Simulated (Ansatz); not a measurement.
# SrLiH3 (model cell, started as cubic perovskite with Sr in the octahedra): following an unstable mode

Which phase does SrLiH3 (model cell, started as cubic perovskite with Sr in the octahedra) fall into along its unstable mode, and how much energy does it gain?

Program: Ansatz 0.2.0. Level of theory: DFT PBEsol, scalar-relativistic, plane waves, PAW. Results are calculated unless marked as measured.

The structure was built from a prototype and need not be the compound's stable phase.

## (1) The structure

It takes space group Pm-3m (No. 221, cubic). Conventional cell: a = 4.592 Å, b = 4.592 Å, c = 4.592 Å, α = 90.00°, β = 90.00°, γ = 90.00°. Li has 12 H at 3.25 Å nearest. Sr has 6 H at 2.30 Å nearest. H has 2 Sr at 2.30 Å nearest. Farther neighbours are not listed.

## (2) The dispersion

The cell comes from relaxations at this level that are not shown. Stability and thermal properties need the whole zone. Linear response on a 4×4×4 q mesh gives force constants as far as a supercell of that size would, and the tensors from the zone-centre run are typed in so that the long-range dipole term is interpolated apart.

input.yaml reads:

```yaml
crystal:
  lattice:
    - [4.5923772974, 0.0, 0.0]
    - [0.0, 4.5923772974, 0.0]
    - [0.0, 0.0, 4.5923772974]
  atoms:
    - { symbol: Li, position: [0.0, 0.0, 0.0] }
    - { symbol: Sr, position: [0.5, 0.5, 0.5] }
    - { symbol: H, position: [0.5, 0.5, 0.0] }
    - { symbol: H, position: [0.5, 0.0, 0.5] }
    - { symbol: H, position: [0.0, 0.5, 0.5] }
kpoints:
  mp_grid: { grid: [8, 8, 8] }
hamiltonian:
  xc: pbesol
scf:
  occupations: { method: fixed }
output:
  eigenvalues: true
phonons:
  method: dfpt
  qmesh: [4, 4, 4]
  temperatures: { t_max: 1000, t_step: 50 }
  qpath:
    path:
      - [[0.0, 0.0, 0.0], [0.0, 0.5, 0.0], [0.5, 0.5, 0.0], [0.0, 0.0, 0.0], [0.5, 0.5, 0.5], [0.0, 0.5, 0.0]]
      - [[0.5, 0.5, 0.5], [0.5, 0.5, 0.0]]
    npoints: 10
  non_analytic_term:
    high_frequency_dielectric_tensor: [[3.8409, 0.0, 0.0], [0.0, 3.8409, 0.0], [0.0, 0.0, 3.8409]]
    born_effective_charges:
      - { species: Li, tensor: [[1.4242, 0.0, 0.0], [0.0, 1.4242, 0.0], [0.0, 0.0, 1.4242]] }
      - { species: Sr, tensor: [[1.5973, 0.0, 0.0], [0.0, 1.5973, 0.0], [0.0, 0.0, 1.5973]] }
      - { species: H, tensor: [[-1.0177, 0.0, 0.0], [0.0, -1.0177, 0.0], [0.0, 0.0, -0.9862]] }
      - { species: H, tensor: [[-1.0177, 0.0, 0.0], [0.0, -0.9862, 0.0], [0.0, 0.0, -1.0177]] }
      - { species: H, tensor: [[-0.9862, 0.0, 0.0], [0.0, -1.0177, 0.0], [0.0, 0.0, -1.0177]] }
    source: "zone-centre run at this cell"
```

On the command line:

```bash
ansatz run input.yaml --threads 8 --pin off --max-ram 14336MiB --backend cpu --events-out ev --progress --plain --runs-dir out
```

Numbers of over 12 decimals in the logs are rounded to 6 here.

The log of the run:

```text
Engine: ansatz 0.2.0, aarch64-unknown-linux-gnu
Pseudopotentials: kind: paw
Pseudopotential: Li, paw, valence charge 3, recommended cutoff 420 eV (normal), Li.paw.azcp
Pseudopotential: Sr, paw, valence charge 10, recommended cutoff 420 eV (normal), Sr.paw.azcp
Pseudopotential: H, paw, valence charge 1, recommended cutoff 420 eV (normal), H.paw.azcp
Functional definition: PBEsol
  exchange = pbesol_x
  correlation = pbesol_c
Crystal: 5 atoms, lattice volume = 96.853 Å³
Basis set: ecut = 420 eV, 1863 PW (Γ), exchange–correlation on 64×64×64 points (8 copies of the dense FFT grid, shifted against one another)
Bands: 13, of which v1, the nominal top of the filled ones, is band 8 counted from 1 (7 counted from 0)
Symmetry: 48 space group operations
k-points: 35 of 512
Non-local potential: Li, projectors of the file, l = 0: 3, l = 1: 2, l = 2: 1
Non-local potential: Sr, projectors of the file, l = 0: 3, l = 1: 2, l = 2: 2
Non-local potential: H, projectors of the file, l = 0: 2, l = 1: 1
PAW form: soft (Blöchl's): semilocal exchange-correlation on the pseudo side does not see the compensation charge
PAW frozen core: Sr, regenerated for the run's functional, and the local potential with it (the file was generated under x = pbe(κ = 0.804, μ = 0.219515), c = pbe(β = 0.066725))
PAW one-centre angular grid: Li, 110 points (default); XC on 64 Gauss nodes
PAW one-centre angular grid: Sr, 110 points (default); XC on 64 Gauss nodes
PAW one-centre angular grid: H, 110 points (default); XC on 64 Gauss nodes
Initial density: superposition of atomic densities (neutral atoms: chi_scale 0, normalization atom), corrected by the library's trained network
Initial wavefunctions: pseudopotential atomic-orbital guess
Functional: x = pbesol(κ = 0.804, μ = 0.123457), c = pbesol(β = 0.046)
SCF iter   1: F=—  HF=-3742.326067 eV  |F-HF|=—  |Δ(HF+E_count)|=         —  Δρ=6.18e-3  dr2=3.57e-2  ethr=1.77e-3  ⟨swp⟩=5.3  Hψ=2630  notcnv=0  defer=66
preconditioner: auto → Resta (q_TF=auto, 2.021 Å⁻¹)  ε∞=3.6  [insulator: Δε(μ)=1.554 eV  Ē_g=5.748 eV  n_scr=18 (ndim 8)  ℏωp=9.2 eV  f_vac=0.000  ε∞_Penn≈3.6]
SCF iter   2: F=—  HF=-3742.317532 eV  |F-HF|=—  |Δ(HF+E_count)|=   8.53e-3  Δρ=2.48e-3  dr2=6.73e-3  ethr=2.23e-4  ⟨swp⟩=1.5  Hψ=759  notcnv=0  defer=77
SCF iter   3: F=—  HF=-3742.316038 eV  |F-HF|=—  |Δ(HF+E_count)|=   1.49e-3  Δρ=2.52e-4  dr2=1.09e-4  ethr=4.21e-5  ⟨swp⟩=2.0  Hψ=602  notcnv=0  defer=91
SCF iter   4: F=—  HF=-3742.316089 eV  |F-HF|=—  |Δ(HF+E_count)|=   5.14e-5  Δρ=6.45e-5  dr2=3.04e-6  ethr=6.83e-7  ⟨swp⟩=2.3  Hψ=681  notcnv=0  defer=92
SCF iter   5: F=—  HF=-3742.316092 eV  |F-HF|=—  |Δ(HF+E_count)|=   3.30e-6  Δρ=1.65e-5  dr2=2.35e-7  ethr=1.90e-8  ⟨swp⟩=2.5  Hψ=671  notcnv=0  defer=63
SCF iter   6: F=—  HF=-3742.316088 eV  |F-HF|=—  |Δ(HF+E_count)|=   4.16e-6  Δρ=2.71e-6  dr2=1.18e-8  ethr=1.47e-9  ⟨swp⟩=2.5  Hψ=581  notcnv=0  defer=50
SCF iter   7: F=—  HF=-3742.316088 eV  |F-HF|=—  |Δ(HF+E_count)|=   3.77e-9  Δρ=6.14e-7  dr2=3.83e-10  ethr=7.35e-11  ⟨swp⟩=2.8  Hψ=660  notcnv=0  defer=50
SCF iter   8: F=-3742.316088 eV  HF=-3742.316088 eV  |F-HF|=3.64e-12  |Δ(HF+E_count)|=  2.35e-10  Δρ=1.14e-7  dr2=9.73e-12  ethr=1.00e-12  ⟨swp⟩=11.9  Hψ=3753  notcnv=0
SCF 1 converged in 8 iterations: F = -3742.316088 eV  dr2 = 9.73e-12
  greatest PAW one-centre occupation: 0.999 electrons in one spin orbital (limit 2), on the Li atom at site 0 (counted from 0), in its partial waves of l = 0
NSCF: frozen V_eff on 35 k-points
NSCF: frozen V_eff on 125 k-points
DFPT response loops at q = (0, 0, 0) (fractional): preconditioner auto → none (the input reference at scf.mixing.eps_inf says where Resta's filter doesn't serve); β = 0.50; Broyden in place of MSR1
NSCF: frozen V_eff on 400 k-points
DFPT response loops at q = (0, 0, 0.25) (fractional): preconditioner auto → Resta (q_TF=auto, 2.021 Å⁻¹)  ε∞=6.0 (no band partly filled); β = 1.00, the filter's whole step (`scf.mixing.beta` (0.50) is not read by the response loops at its default; to damp them type it under 1.00, their step now; it binds the ground state too); Broyden in place of MSR1
NSCF: frozen V_eff on 250 k-points
DFPT response loops at q = (0, 0, -0.5) (fractional): mixed as the last ones told, above
NSCF: frozen V_eff on 640 k-points
DFPT response loops at q = (0, 0.25, 0.25) (fractional): mixed as the last ones told, above
NSCF: frozen V_eff on 400 k-points
DFPT response loops at q = (0, 0.25, -0.5) (fractional): mixed as the last ones told, above
NSCF: frozen V_eff on 250 k-points
DFPT response loops at q = (0, -0.5, -0.5) (fractional): mixed as the last ones told, above
NSCF: frozen V_eff on 1024 k-points
DFPT response loops at q = (0.25, 0.25, 0.25) (fractional): mixed as the last ones told, above
NSCF: frozen V_eff on 640 k-points
DFPT response loops at q = (0.25, 0.25, -0.5) (fractional): mixed as the last ones told, above
NSCF: frozen V_eff on 400 k-points
DFPT response loops at q = (0.25, -0.5, -0.5) (fractional): mixed as the last ones told, above
NSCF: frozen V_eff on 250 k-points
DFPT response loops at q = (-0.5, -0.5, -0.5) (fractional): mixed as the last ones told, above
SCF converged after 8 iterations
Free energy (F): -3742.316088 eV
Harris-Foulkes:  -3742.316088 eV  (|F-HF|=3.64e-12)
Internal energy: -3742.316088 eV  (E = F + TS)
E sigma→0 (E₀):  -3742.316088 eV
Fermi energy:    0.729304 eV
--- Per-component energies (eV) ---
  E_band       = -243.601976
  E_kinetic    = 305.125268
  E_local      = -1029.250079  (includes V_loc(G=0)·N_el)
  E_nonlocal   = 174.396936
  E_hartree    = 284.467530
  E_xc         = -207.231868
  E_vxc        = -207.707025  (∫ρ·V_xc dr)
  E_paw        = -2665.373208  (= ΣΔE_a)
  E_vpaw       = -55.098808  (= ΣTr[D̂ρ^β])
  E_aug_tail   = -0.003343  (compensation charges beyond the density's cutoff)
  E_ewald      = -604.581672
  E_core_change = 0.134347  (= ΣΔE_core)
  E_smearing   = -0.000000  (= −TS)
  E_closure    = -0.000000  (closes the sum)
  Σ components = -3742.316088   (vs F -3742.316088, Δ=0.00e0)
--- Band table (eV; the first three rows and the last of 35) ---
  k-point 0: bands = [... 4 lower, -14.1340, -2.5207, -0.2758, -0.2758, 5.8724, 5.8724, 5.8724, 6.0194, ... 1 higher]
  k-point 1: bands = [... 4 lower, -14.1332, -2.4134, -0.2554, -0.2341, 5.1913, 5.7674, 5.7674, 6.6098, ... 1 higher]
  k-point 2: bands = [... 4 lower, -14.1311, -2.1334, -0.2050, -0.1607, 4.6624, 5.5419, 5.5419, 6.9526, ... 1 higher]
  k-point 34: bands = [... 4 lower, -14.2435, 0.7293, 0.7293, 0.7293, 2.9950, 2.9950, 2.9950, 5.1768, ... 1 higher]
--- Phonons (Γ-DFPT): 4 representative perturbations + reference (Σ response iterations 12) ---
  ASR residual: 7.769e-5 → 0.000e0 eV/Å²; symmetrization residual: 2.796e-7 eV/Å²
  ASR residual per site (eV/Å²): 4.73e-7 7.77e-5 2.79e-5 2.79e-5 2.79e-5
  Γ frequencies (cm⁻¹): -421.03 -421.03 -421.03 -418.93 -418.93 -418.93 0.00 0.00 0.00 241.57 241.57 241.57 1287.16 1287.16 1287.16
--- Phonons (arbitrary-q DFPT): 10 irreducible q on the 4×4×4 mesh ---
  q = [0.0000, 0.0000, 0.0000] (star 1, of the zone-centre solve; hermiticity 8.22e-8, symmetrization 1.74e-13): -421.03 -421.03 -421.03 -418.93 -418.93 -418.93 -0.00 -0.00 0.00 241.57 241.57 241.57 1287.16 1287.16 1287.16
  q = [0.0000, 0.0000, 0.2500] (star 6, 9 solved perturbations in 1560 linear systems a pass and spin channel, the states on 200 of 512 k-point pairs; hermiticity 9.08e-8, symmetrization 9.26e-14): -409.65 -409.65 -380.67 -380.67 -359.58 37.14 37.14 86.86 139.86 211.85 211.85 432.01 1286.79 1286.79 1351.26
  q = [0.0000, 0.0000, -0.5000] (star 3, 9 solved perturbations in 975 linear systems a pass and spin channel, the states on 125 of 512 k-point pairs; hermiticity 1.63e-7, symmetrization 8.26e-8): -396.74 -396.74 -346.97 -346.97 -295.01 71.30 71.30 115.64 161.89 174.42 174.42 452.40 1286.42 1286.42 1362.59
  q = [0.0000, 0.2500, 0.2500] (star 12, 9 solved perturbations in 2460 linear systems a pass and spin channel, the states on 320 of 512 k-point pairs; hermiticity 5.11e-8, symmetrization 1.57e-14): -478.05 -380.38 -370.57 -356.95 -308.43 37.05 88.18 96.71 171.66 216.98 307.44 451.07 1286.45 1296.20 1357.11
  q = [0.0000, 0.2500, -0.5000] (star 12, 15 solved perturbations on 200 of 512 k-point pairs; hermiticity 5.48e-8, symmetrization 2.38e-8): -495.06 -370.42 -340.75 -323.30 -319.41 68.22 94.91 102.03 120.88 305.36 321.34 472.62 1286.11 1299.01 1367.34
  q = [0.0000, -0.5000, -0.5000] (star 3, 9 solved perturbations in 975 linear systems a pass and spin channel, the states on 125 of 512 k-point pairs; hermiticity 6.82e-8, symmetrization 3.37e-8): -553.41 -361.61 -361.61 -282.17 -282.17 -136.36 64.15 123.98 123.98 378.50 378.50 488.18 1285.78 1306.59 1375.71
  q = [0.2500, 0.2500, 0.2500] (star 8, 4 solved perturbations in 1376 linear systems a pass and spin channel, the states on 512 of 512 k-point pairs; hermiticity 3.73e-8, symmetrization 7.79e-14): -491.70 -465.42 -465.42 -280.26 -280.26 -135.72 108.72 112.92 112.92 377.12 377.12 469.00 1295.67 1295.67 1362.96
  q = [0.2500, 0.2500, -0.5000] (star 12, 9 solved perturbations in 2460 linear systems a pass and spin channel, the states on 320 of 512 k-point pairs; hermiticity 2.92e-7, symmetrization 1.50e-7): -508.60 -478.65 -471.69 -294.17 -272.66 -173.10 109.92 118.21 146.64 416.61 426.34 491.08 1295.16 1300.34 1372.52
  q = [0.2500, -0.5000, -0.5000] (star 6, 9 solved perturbations in 1560 linear systems a pass and spin channel, the states on 200 of 512 k-point pairs; hermiticity 4.71e-8, symmetrization 4.14e-9): -556.53 -495.61 -495.61 -283.34 -283.34 -224.37 116.43 146.76 146.76 473.66 473.66 507.27 1296.64 1306.03 1380.79
  q = [-0.5000, -0.5000, -0.5000] (star 1, 4 solved perturbations in 350 linear systems a pass and spin channel, the states on 125 of 512 k-point pairs; hermiticity 4.59e-8, symmetrization 1.91e-8): -559.63 -559.63 -559.63 -280.43 -280.43 -280.43 149.25 149.25 149.25 522.55 522.55 522.55 1305.47 1305.47 1388.51
  sum rule: each row above includes the acoustic sum rule's correction from the zone centre's row sums; it moved no ω² by more than (2.74 cm⁻¹)²
  mesh force constants: q→R imaginary residual 8.35e-19; ASR residual 7.769e-5 → 0.000e0 eV/Å²; symmetrization residual 7.105e-15 eV/Å²
  interpolated dispersion: 63 rows × 15 modes
  density of states and harmonic sums: on the 16×16×16 q-mesh, interpolated from the force constants of a 4×4×4 supercell (with the dipole–dipole term of supplied tensors)
  largest difference from the sums on the solved wave vectors: F 1.20e-3 eV, S 4.64e-6 and C_V 2.72e-6 eV/K
  zero-point energy: 0.338378 eV/cell   skipped modes (ω ≤ 0): 917, of them read as no rigid motion or as one in doubt: 914 (5.555e0 modes/cell left out, lowest -559.63 cm⁻¹)   left out of the sums: 3.70e-1 of the cell's modes: C_V's classical limit lies that fraction below 3 k_B per atom; for a crystal, a wire or a layer, F and S can be off by more, and a phonons.interpolated_qmesh denser along its periods is the remedy for the sampling
```

It took 2 min on 8 threads of Arm Neoverse V2, shared host; peak memory 1.5 GiB; 15 min of CPU time.

This step gave:

| Item | Value |
| --- | --- |
| gap on the k-mesh | 1.664 eV |
| volume per atom | 19.37 Å³ |
| sum-rule residual before enforcement | 7.77e-5 eV/Å² |
| lowest frequency on the path | -559.6 cm⁻¹ |
| point group | m-3m |
| highest frequency on the path or at a solved wavevector | 1389 cm⁻¹ |
| highest optical mode at the zone centre (no LO-TO term) | 1287 cm⁻¹ |
| lowest optical zone-centre mode | -421.0 cm⁻¹ |
| lowest mode on the q mesh (acoustic modes at Γ apart) | -559.6 cm⁻¹ |

Frequencies (cm⁻¹) solved at each irreducible wavevector; negative means imaginary. Frequencies by wavevector, by row:

```csv
q in reciprocal lattice units,star,mode 1,mode 2,mode 3,mode 4,mode 13,mode 14,mode 15
0 0 0,1,-421,-421,-421,-418.9,1287,1287,1287
0 0 0.25,6,-409.6,-409.6,-380.7,-380.7,1287,1287,1351
0 0 -0.5,3,-396.7,-396.7,-347,-347,1286,1286,1363
0 0.25 0.25,12,-478.1,-380.4,-370.6,-356.9,1286,1296,1357
0 0.25 -0.5,12,-495.1,-370.4,-340.8,-323.3,1286,1299,1367
0 -0.5 -0.5,3,-553.4,-361.6,-361.6,-282.2,1286,1307,1376
0.25 0.25 0.25,8,-491.7,-465.4,-465.4,-280.3,1296,1296,1363
0.25 0.25 -0.5,12,-508.6,-478.6,-471.7,-294.2,1295,1300,1372
0.25 -0.5 -0.5,6,-556.5,-495.6,-495.6,-283.3,1297,1306,1381
-0.5 -0.5 -0.5,1,-559.6,-559.6,-559.6,-280.4,1306,1306,1388
```

Interpolated from a 4×4×4 q mesh, with the LO-TO term (at Γ the limit along the path; where Γ stands inside the path, tables give the limit on arrival). Phonon branches along the path, in cm⁻¹:

```csv
point,branch 1,branch 2,branch 3,branch 4,branch 12,branch 13,branch 14,branch 15
Γ,-421,-421,-421,-419,412,1287,1287,1341
halfway,-410,-410,-381,-381,432,1287,1287,1351
X,-397,-397,-347,-347,452,1286,1286,1363
halfway,-495,-370,-341,-323,473,1286,1299,1367
M,-553,-362,-362,-282,488,1286,1307,1376
halfway,-478,-380,-371,-357,451,1286,1296,1357
Γ,-421,-421,-421,-419,412,1287,1287,1341
halfway,-492,-465,-465,-280,469,1296,1296,1363
R,-560,-560,-560,-280,523,1306,1306,1388
halfway,-509,-479,-472,-294,491,1295,1300,1372
X,-397,-397,-347,-347,452,1286,1286,1363
jump to R,-560,-560,-560,-280,523,1306,1306,1388
halfway,-556,-496,-496,-283,507,1297,1306,1381
M,-553,-362,-362,-282,488,1286,1307,1376
```

Symmetry leaves 10 wavevectors to solve. The lowest mode among them, the acoustic zeros apart, lies at q = (-0.5, -0.5, -0.5) and is imaginary, 559.6i cm⁻¹, so the energy falls along it.

## (3) The mode frozen in, largest atomic shift 0 Å

The mode followed lies at q = (-0.5, -0.5, -0.5) with frequency 559.6i cm⁻¹ and is 3-fold degenerate, the softest among the wavevectors solved. At small amplitude the distorted cell has space group no. 167 by a symmetry search on the positions. The undistorted cell that holds it gives the zero of energy on the same k mesh.

System of this step: SrLiH3 (model cell, started as cubic perovskite with Sr in the octahedra). It takes space group Pm-3m (No. 221, cubic). The conventional cell has a = 4.592 Å, b = 4.592 Å, c = 4.592 Å, α = 90.00°, β = 90.00°, γ = 90.00°. Li has 12 H at 3.25 Å nearest. Sr has 6 H at 2.30 Å nearest. H has 2 Sr at 2.30 Å nearest. Farther neighbours are not listed.

input.yaml reads:

```yaml
crystal:
  lattice:
    - [4.5923772974, 4.5923772974, 0.0]
    - [4.5923772974, 0.0, 4.5923772974]
    - [4.5923772974, 0.0, -4.5923772974]
  atoms:
    - { symbol: Li, position: [0.0, 0.5, 0.5] }
    - { symbol: Li, position: [0.0, 0.0, 1.0] }
    - { symbol: Sr, position: [0.5, 0.25, 0.75] }
    - { symbol: Sr, position: [0.5, 0.75, 0.25] }
    - { symbol: H, position: [0.5, 0.5, 0.5] }
    - { symbol: H, position: [0.5, 0.0, 0.0] }
    - { symbol: H, position: [0.0, 0.5, 0.0] }
    - { symbol: H, position: [0.0, 0.0, 0.5] }
    - { symbol: H, position: [0.5, 0.5, 0.0] }
    - { symbol: H, position: [0.5, 0.0, 0.5] }
kpoints:
  mp_grid: { grid: [6, 6, 6] }
hamiltonian:
  xc: pbesol
scf:
  occupations: { method: gaussian, width: 0.02 }
output:
  forces: true
  stress: true
  eigenvalues: true
```

The log of the run:

```text
[...]
Crystal: 10 atoms, lattice volume = 193.706 Å³
Basis set: ecut = 420 eV, 3767 PW (Γ), exchange–correlation on 90×90×90 points (8 copies of the dense FFT grid, shifted against one another)
Bands: 26, of which v1, the nominal top of the filled ones, is band 16 counted from 1 (15 counted from 0)
Symmetry: 96 space group operations
[...]
k-points: 16 of 216
[...]
k-point 0: bands = [... 12 lower, -0.2758, 0.7293, 0.7293, 0.7293, 2.9950, 2.9950, 2.9950, 5.1768, ... 5 higher]
  k-point 1: bands = [... 12 lower, -0.2308, 0.3459, 0.6219, 0.6219, 3.0820, 3.1957, 3.1957, 5.0152, ... 5 higher]
  k-point 2: bands = [... 12 lower, -0.0973, -0.0973, 0.3783, 0.3783, 3.2764, 3.7291, 3.7291, 4.2064, ... 5 higher]
  k-point 15: bands = [... 12 lower, -0.1046, -0.0365, 0.1215, 0.1682, 2.8235, 3.8132, 5.4274, 5.5744, ... 5 higher]
[key lines of the parts left out:]
SCF converged after 6 iterations
Free energy (F): -7484.632187 eV
Fermi energy:    1.561169 eV
P = ⅓ Tr σ = -0.0030 GPa (-0.030 kbar)
```

The job ended after 0.65 s (8 threads; peak memory 0.59 GiB; 3.5 s of CPU time).

Numbers from this step:

```
pressure                         : -0.002956 GPa
energy from the undistorted cell : 0 meV/atom
```

At this level the gap is 1.66 eV on the k-mesh of the self-consistent run, which can miss the band edges.

## (4) The mode frozen in, largest atomic shift 0.6 Å

The atoms are moved along the unstable eigenvector, the largest shift by 0.6 Å, with the cell fixed.

input.yaml reads:

```yaml
crystal:
  lattice:
    - [4.5923772974, 4.5923772974, 0.0]
    - [4.5923772974, 0.0, 4.5923772974]
    - [4.5923772974, 0.0, -4.5923772974]
  atoms:
    - { symbol: Li, position: [0.0, 0.5, 0.5] }
    - { symbol: Li, position: [0.0, 0.0, 1.0] }
    - { symbol: Sr, position: [0.5, 0.25, 0.75] }
    - { symbol: Sr, position: [0.5, 0.75, 0.25] }
    - { symbol: H, position: [0.5923844103, 0.5, 0.5] }
    - { symbol: H, position: [0.4076155897, 0.0, 0.0] }
    - { symbol: H, position: [0.0, 0.5923844103, 0.0] }
    - { symbol: H, position: [0.0, -0.0923844103, 0.5] }
    - { symbol: H, position: [0.5923844103, 0.4076155897, 0.0] }
    - { symbol: H, position: [0.4076155897, 0.0923844103, 0.5] }
kpoints:
  mp_grid: { grid: [6, 6, 6] }
hamiltonian:
  xc: pbesol
scf:
  occupations: { method: gaussian, width: 0.02 }
output:
  forces: true
  stress: true
  eigenvalues: true
```

The log of the run:

```text
[...]
Crystal: 10 atoms, lattice volume = 193.706 Å³
Basis set: ecut = 420 eV, 3767 PW (Γ), exchange–correlation on 90×90×90 points (8 copies of the dense FFT grid, shifted against one another)
Bands: 26, of which v1, the nominal top of the filled ones, is band 16 counted from 1 (15 counted from 0)
Symmetry: 12 space group operations
[...]
k-points: 32 of 216
[...]
k-point 0: bands = [... 12 lower, -0.4754, 0.5679, 0.5679, 0.6952, 3.0277, 3.3038, 3.3038, 5.2230, ... 5 higher]
  k-point 1: bands = [... 12 lower, -0.4233, 0.2867, 0.4654, 0.4654, 3.2319, 3.4778, 3.4778, 5.3565, ... 5 higher]
  k-point 2: bands = [... 12 lower, -0.2732, -0.2732, 0.2250, 0.2250, 3.5547, 3.9421, 3.9421, 4.5465, ... 5 higher]
  k-point 31: bands = [... 12 lower, -0.3283, -0.3283, 0.1059, 0.1059, 3.6525, 3.6525, 4.7076, 4.7076, ... 5 higher]
[key lines of the parts left out:]
SCF converged after 6 iterations
Free energy (F): -7485.657372 eV
Fermi energy:    1.752089 eV
P = ⅓ Tr σ = -1.8444 GPa (-18.444 kbar)
```

It took 1 s on 8 threads; peak memory 0.64 GiB.

This step gave:

```
pressure                         : -1.844 GPa
gap on the k-mesh                : 2.114 eV
energy from the undistorted cell : -102.5 meV/atom
```

The energy, extrapolated to zero smearing, is -102.52 meV/atom against the undistorted cell.

The run ends at a pressure of -1.84 GPa, with forces up to 0.46 eV/Å.

(Continued in part 2 of 3.)

[Logs are printed without paths, hosts, clocks, repeated set-up lines and the standing remarks that a program may print on its own settings, such as how far it seeks lower states.]

[Hosts, paths, dates, database ids (printed as entryN), source tags and the programs' standing remarks are cut or masked in the printed files.]
